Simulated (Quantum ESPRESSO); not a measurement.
**Magnetic state of MnGe from several starts**

Wanted: the moments of MnGe and the energy of each order that was tried.

Program: Quantum ESPRESSO 7.5. Level of theory: LDA; plane waves with GBRV 1.5 LDA potentials, no spin-orbit coupling. Results are calculated unless marked as measured.

Experimental background.

For MnGe, B20 cubic (same polycrystalline sample, earlier work, 10 K), “Magnetic ground state and spin fluctuations in MnGe chiral magnet as studied by Muon Spin Rotation” (2016, arxiv:1602.01756) quotes earlier work: moment (ordered moment per Mn in the helical state) 1.83 μB [Ordered moment of the long-period helix at 10 K, from earlier neutron data; the …].

Report form: the programs' logs are mostly left out.

**1. The starting structure**

The structure is cubic, space group P2_13 (No. 198). The conventional cell has a = 4.725 Å, b = 4.725 Å, c = 4.725 Å, α = 90.00°, β = 90.00°, γ = 90.00°. Nearest to Mn lie 7 Ge at 2.41 to 2.65 Å. Nearest to Ge lie 7 Mn at 2.41 to 2.65 Å. Farther neighbours are not listed.

The cell comes from Materials Project 2023-11-01, a database of computed structures, and need not be the stable phase.

**2. Run 1 (ferro ++++)**

The signs are those of the starting moments on the seeded atoms, the atoms that are given a moment.

pw.in reads:

```
&CONTROL
  calculation = 'scf'
  prefix = 'pwscf'
  outdir = './tmp'
  pseudo_dir = './pseudo'
  disk_io = 'nowf'
/
&SYSTEM
  ibrav = 0
  nat = 8
  ntyp = 2
  ecutwfc = 40
  ecutrho = 280
  nbnd = 79
  occupations = 'smearing'
  smearing = 'fd'
  degauss = 0.00734986
  nspin = 2
  starting_magnetization(1) = 0.2333
  starting_magnetization(2) = 0
/
&ELECTRONS
  conv_thr = 1.6d-08
  electron_maxstep = 150
  mixing_beta = 0.3
/
ATOMIC_SPECIES
Mn     54.9380 mn_lda_v1.5.uspp.F.UPF
Ge     72.6300 ge_lda_v1.4.uspp.F.UPF
CELL_PARAMETERS angstrom
   4.7250030600    0.0000000000    0.0000000000
   0.0000000000    4.7250030600    0.0000000000
   0.0000000000    0.0000000000    4.7250030600
ATOMIC_POSITIONS crystal
Mn      0.6371118200    0.1371118200    0.3628881800
Mn      0.1371118200    0.3628881800    0.6371118200
Mn      0.3628881800    0.6371118200    0.1371118200
Mn      0.8628881800    0.8628881800    0.8628881800
Ge      0.3423633700    0.8423633700    0.6576366300
Ge      0.8423633700    0.6576366300    0.3423633700
Ge      0.6576366300    0.3423633700    0.8423633700
Ge      0.1576366300    0.1576366300    0.1576366300
K_POINTS automatic
6 6 6 0 0 0
```

On the command line:

```
$ OMP_NUM_THREADS=1 mpirun -n 4 pw.x -nk 4 -in pw.in > pw.out
```

It took 68 s on 4 MPI ranks of Arm Neoverse V2, shared host; peak memory 0.67 GiB.

Spin moment in the atom's sphere by atom:

```csv
atom,spin moment in the atom's sphere (μB)
Mn1,1.73
Mn2,1.73
Mn3,1.73
Mn4,1.73
Ge5,-0.07
Ge6,-0.07
Ge7,-0.07
Ge8,-0.07
```

Numbers from this step:

* smearing term TS: 0.2190 eV
* magnetization: 6.734 μB
* absolute magnetization: 7.755 μB
* final state: ferromagnetic

Spin density in the ac plane at fractional y = 0.137, with atoms of Mn and Ge within 0.2 Å of it.

Values in e/Å³, 14 rows by 14 columns, each cell a mean:
```
0.0 0.0 0.0 0.0 0.0 0.0 0.0 0.0 0.0 0.0 0.0 0.0 0.0 0.0
0.0 0.0 0.0 0.0 0.0 0.0 0.0 0.0 0.0 0.0 0.0 0.0 0.0 0.0
0.0 0.0 0.0 0.0 0.0 0.0 0.0 0.0 0.0 0.0 0.0 0.0 0.0 0.0
0.0 0.0 0.0 0.0 0.0 0.0 0.0 0.0 0.0 0.0 0.0 0.0 0.0 0.0
0.0 0.0 0.0 0.0 0.0 0.0 0.0 0.0 0.0 0.0 0.0 0.0 0.0 0.0
0.0 0.0 0.0 0.0 0.0 0.0 0.0 0.0 0.0 0.1 0.0 0.0 0.0 0.0
0.0 0.0 0.0 0.0 0.0 0.0 0.0 0.1 0.2 0.3 0.1 0.0 0.0 0.0
0.0 0.0 0.0 0.0 0.0 0.0 0.1 0.3 1.1 1.6 0.7 0.1 0.0 0.0
0.0 0.0 0.0 0.0 0.0 0.0 0.1 0.7 2.2 2.7 1.3 0.2 0.0 0.0
0.0 0.0 0.0 0.0 0.0 0.0 0.1 0.5 1.6 1.9 0.8 0.2 0.0 0.0
0.0 0.0 0.0 0.0 0.0 0.0 0.0 0.2 0.4 0.5 0.2 0.1 0.0 0.0
0.0 0.0 0.0 0.0 0.0 0.0 0.0 0.0 0.1 0.1 0.0 0.0 0.0 0.0
0.0 0.0 0.0 0.0 0.0 0.0 0.0 0.0 0.0 0.0 0.0 0.0 0.0 0.0
0.0 0.0 0.0 0.0 0.0 0.0 0.0 0.0 0.0 0.0 0.0 0.0 0.0 0.0
```
Columns run along a (4.7 Å), rows up along c (4.7 Å). Atoms in or near the plane, at fractional coordinates: Mn at (0.64, 0.36), Ge at (0.16, 0.16).

Valence density in the ac plane at fractional y = 0.137, with atoms of Mn and Ge within 0.2 Å of it. It is the smooth field of the valence electrons, not physical close to the nuclei.

Ten steps, logarithmic in the rise over the least value, from '_' (0 e/Å³) to '@' (36 e/Å³), each cell a mean:
```
__....____________....______
__________________......____
________________........____
__________________..________
____________________________
________________....________
______________..----::______
____________..==####++::____
__......____..++%%%%##--____
..::--::......==##%%**::____
::**##**::....::====--..__..
--%%@@##--..____......____..
::**%%**::________________..
..::--::..__________________
```
Columns run along a (4.7 Å), rows up along c (4.7 Å). Atoms in or near the plane, at fractional coordinates: Mn at (0.64, 0.36), Ge at (0.16, 0.16).

**3. Run 2, typed as antiferro ++−−**

pw.in reads:

```
&CONTROL
  calculation = 'scf'
  prefix = 'pwscf'
  outdir = './tmp'
  pseudo_dir = './pseudo'
  disk_io = 'nowf'
/
&SYSTEM
  ibrav = 0
  nat = 8
  ntyp = 3
  ecutwfc = 40
  ecutrho = 280
  nbnd = 72
  occupations = 'smearing'
  smearing = 'fd'
  degauss = 0.00734986
  nspin = 2
  starting_magnetization(1) = 0.2333
  starting_magnetization(2) = -0.2333
  starting_magnetization(3) = 0
/
&ELECTRONS
  conv_thr = 1.6d-08
  electron_maxstep = 150
  mixing_beta = 0.3
/
ATOMIC_SPECIES
Mn1    54.9380 mn_lda_v1.5.uspp.F.UPF
Mn2    54.9380 mn_lda_v1.5.uspp.F.UPF
Ge     72.6300 ge_lda_v1.4.uspp.F.UPF
CELL_PARAMETERS angstrom
   4.7250030600    0.0000000000    0.0000000000
   0.0000000000    4.7250030600    0.0000000000
   0.0000000000    0.0000000000    4.7250030600
ATOMIC_POSITIONS crystal
Mn1     0.6371118200    0.1371118200    0.3628881800
Mn1     0.1371118200    0.3628881800    0.6371118200
Mn2     0.3628881800    0.6371118200    0.1371118200
Mn2     0.8628881800    0.8628881800    0.8628881800
Ge      0.3423633700    0.8423633700    0.6576366300
Ge      0.8423633700    0.6576366300    0.3423633700
Ge      0.6576366300    0.3423633700    0.8423633700
Ge      0.1576366300    0.1576366300    0.1576366300
K_POINTS automatic
6 6 6 0 0 0
```

Run time: 3.7 min. Hardware: 4 MPI ranks; peak memory 1 GiB; 15 min of CPU time.

Spin moment in the atom's sphere by atom:

```csv
atom,spin moment in the atom's sphere (μB)
Mn1,1.17
Mn2,1.17
Mn3,-1.17
Mn4,-1.17
Ge5,0.00
Ge6,0.00
Ge7,0.00
Ge8,0.00
```

Numbers from this step:

```yaml
smearing_term_ts: 0.3059 eV
magnetization: 0 μB
absolute_magnetization: 5.203 μB
final_state: antiferromagnetic
```

Spin density in the ac plane at fractional y = 0.137, with atoms of Mn and Ge within 0.2 Å of it.

Ten even steps from '_' (0.0 e/Å³) to '@' (1.8 e/Å³), each cell a mean:
```
____________________________
____________________________
____________________________
____________________________
____________________________
____________________________
__________________..________
______________..==++::______
______________::%%@@==______
______________..++##--______
________________....________
____________________________
____________________________
____________________________
```
Columns run along a (4.7 Å), rows up along c (4.7 Å). Atoms in or near the plane, at fractional coordinates: Mn at (0.64, 0.36), Ge at (0.16, 0.16).

Valence density in the ac plane at fractional y = 0.137, with atoms of Mn and Ge within 0.2 Å of it. It is the smooth field of the valence electrons, not physical close to the nuclei.

Values in e/Å³, 14 rows by 14 columns, each cell a mean:
```
 0  0  0  0  0  0  0  0  0  0  0  0  0  0
 0  0  0  0  0  0  0  0  0  0  0  0  0  0
 0  0  0  0  0  0  0  0  0  0  0  0  0  0
 0  0  0  0  0  0  0  0  0  0  0  0  0  0
 0  0  0  0  0  0  0  0  0  0  0  0  0  0
 0  0  0  0  0  0  0  0  0  0  0  0  0  0
 0  0  0  0  0  0  0  1  1  2  1  0  0  0
 0  0  0  0  0  0  0  3 10 13  5  1  0  0
 0  0  0  0  0  0  1  5 16 16 10  1  0  0
 0  1  1  1  1  0  1  3 13 15  7  1  0  0
 1  6 14  6  1  0  0  1  3  3  1  0  0  0
 1 15 36 14  1  0  0  0  0  0  0  0  0  0
 1  6 15  6  1  0  0  0  0  0  0  0  0  0
 1  1  1  1  0  0  0  0  0  0  0  0  0  0
```
Columns run along a (4.7 Å), rows up along c (4.7 Å). Atoms in or near the plane, at fractional coordinates: Mn at (0.64, 0.36), Ge at (0.16, 0.16).

**4. Run 3 (ferri +++−)**

pw.in, as its differences from that of step 3:

```diff
@@ -13,3 +13,3 @@
   ecutrho = 280
-  nbnd = 72
+  nbnd = 76
   occupations = 'smearing'
@@ -38,3 +38,3 @@
 Mn1     0.1371118200    0.3628881800    0.6371118200
-Mn2     0.3628881800    0.6371118200    0.1371118200
+Mn1     0.3628881800    0.6371118200    0.1371118200
 Mn2     0.8628881800    0.8628881800    0.8628881800
```

Elapsed: 12 min, on 4 MPI ranks; peak memory 0.85 GiB.

Spin moment in the atom's sphere by atom:

```csv
atom,spin moment in the atom's sphere (μB)
Mn1,1.73
Mn2,1.73
Mn3,1.73
Mn4,1.73
Ge5,-0.07
Ge6,-0.07
Ge7,-0.07
Ge8,-0.07
```

This step gave:

| Property | Result |
| --- | --- |
| smearing term TS | 0.2189 eV |
| magnetization | 6.734 μB |
| absolute magnetization | 7.755 μB |
| final state | ferromagnetic |

The typed signs were not kept.

**5. Energies of the orders**

An order is kept where moments of 0.15 μB or more survive with the typed signs; meshes match where a doubled cell samples the same k points as the first cell.

Orders:

```csv
start,final state,typed order kept,energy over the lowest (meV a seeded atom),largest site moment (μB),net moment (μB a cell of the first run),mesh matched,CPU time (s)
ferro ++++,ferromagnetic,yes,0,1.733,6.734,yes,273.5
antiferro ++--,antiferromagnetic,yes,55.44,1.174,0.003227,yes,881.5
ferri +++-,ferromagnetic,no,0,1.733,6.734,yes,2837
```

**6. Outcome**

| Quantity | Value |
| --- | --- |
| lowest state found | ferromagnetic (from ferro ++++ and ferri +++-) |
| largest site moment | 1.73 μB |
| next state with moments | antiferromagnetic, 55.4 meV a seeded atom higher |

The smearing terms TS of the orders run from 55 to 76 meV a seeded atom, so the differences would change at a smaller width: an order with a larger TS is lowered more by the smearing. 1 start left the typed signs, so such an energy belongs to the state reached, not the one typed. Only these 3 starts were compared; other wavevectors, canted and longer-period orders were not. A computed site moment is spin alone and hangs on the region that is counted: the program's spheres do not touch and miss the tail of the moment. Measured moments hold any orbital part as well, and belong to the order of the sample, which need not be the order of this run. Energies are free energies at an electronic temperature of 1160 K, which lowers moments and differences where the moments are itinerant.

Calculation against experiment:

| quantity | measured | in the sphere |
| --- | --- | --- |
| moment (Mn) (μB) | 1.83 | 1.73 (-5.3 %) |

Measured values from arxiv:1602.01756 (2016).

How well it matches: The moment is off by -5.3 %. No cell relaxation is part of this session.

[Logs and program files are shortened in this print: banners, set-up blocks, solver, clock and traceback lines can be left out without a mark of their own.]

[Logs are printed without paths, hosts, clocks, repeated set-up lines and the standing remarks that a program may print on its own settings, such as how far it seeks lower states.]

[Hosts, paths, dates, database ids (printed as entryN), source tags and the programs' standing remarks are cut or masked in the printed files.]

[Where a cell is said to come from a database of computed structures, the database is the Materials Project.]
